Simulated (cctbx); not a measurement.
# Interatomic vectors of NdCoS3

Space group P6_3/mmc (no. 194), a = 4.4060 Å, b = 4.4060 Å, c = 13.7540 Å, α = 90.00°, β = 90.00°, γ = 120.00°, content Nd2 Co2 S6.

Simulated single-crystal data (cctbx): Mo Kα, λ = 0.71073 Å, to d = 0.7 Å, 80 % of the full sphere, strongest reflection 5000 counts, noise from counting, a 1.5 % proportional error and a noise floor of 15 counts (s.d.); no absorption.

Patterson synthesis from sharpened amplitudes, origin scaled to 1000:

```text
Patterson group P 6/m m m
      u       v       w   height  length (A)
  0.000   0.000   0.000   1000.0     0.00
  0.000   0.000   0.500    825.6     6.88
  0.000   0.000   0.250    260.3     3.43
  0.333   0.667   0.250    247.5     4.28
  0.333   0.667   0.411    152.9     6.19
  0.333   0.667   0.090    147.8     2.83
  0.333   0.667   0.500    123.5     7.33
  0.000   0.000   0.170     85.7     2.33
  0.333   0.667   0.340     69.7     5.32
  0.100   0.200   0.048     48.5     1.01
  0.333   0.667   0.000     40.5     2.54
  0.117   0.234   0.467     39.1     6.49
  0.076   0.152   0.438     34.2     6.06
  0.000   0.000   0.068     34.2     0.93
```

Q: Assign the vectors.

A peak at u stands for all pairs with xi − xj = u, with weight Σ ZiZj against Σ Z² = 10194 at the origin. Peak heights follow these weights only roughly, since form factors, motion and series ripples differ, all vectors within 0.55 Å of a peak are counted as merged into it though the farther ones add only part of their weight, and F(000) is left out, which lowers the whole map:

| u | v | w | shortest length (Å) | height | 1000 ΣZiZj/ΣZ² | pairs in the cell |
| --- | --- | --- | --- | --- | --- | --- |
| 0.000 | 0.000 | 0.500 | 6.88 | 826 | 757 | 2 × Nd–Nd, 2 × S–S |
| 0.000 | 0.000 | 0.250 | 3.44 | 260 | 377 | 4 × Nd–S |
| 0.333 | 0.667 | 0.250 | 4.28 | 248 | 318 | 2 × Nd–Co |
| 0.333 | 0.667 | 0.411 | 6.20 | 153 | 188 | 2 × Nd–S |
| 0.333 | 0.667 | 0.090 | 2.83 | 148 | 188 | 2 × Nd–S |
| 0.333 | 0.667 | 0.500 | 7.33 | 124 | 206 | 2 × Co–S, 1 × Co–Co, 2 × S–S |
| 0.000 | 0.000 | 0.170 | 2.34 | 86 | 170 | 4 × Co–S |
| 0.333 | 0.667 | 0.340 | 5.32 | 70 | 135 | 2 × Co–S, 2 × S–S |
| 0.100 | 0.200 | 0.048 | 1.01 | 48 | 0 | none within 0.55 Å |

The table stops at ten peaks or at a height of 45, below which ripples compete. In the model behind the data Nd, the heaviest element, has 1 independent site: (0, 0, 1/2), up to an allowed shift of origin; the Nd–Nd vectors are differences of these positions and their symmetry mates. The whole model:

```csv
atom,mult.,x,y,z,Ueq (Å²)
Nd1,2,0,0,1/2,0.0102
Co1,2,2/3,1/3,3/4,0.0164
S1,2,0,0,1/4,0.0201
S2,4,2/3,1/3,0.5879,0.0117
```

The model is made up (kin elements in a known structure type, no relaxation), so it says nothing on whether the phase exists.

[Logs are printed without paths, hosts, clocks, repeated set-up lines and the standing remarks that a program may print on its own settings, such as how far it seeks lower states.]
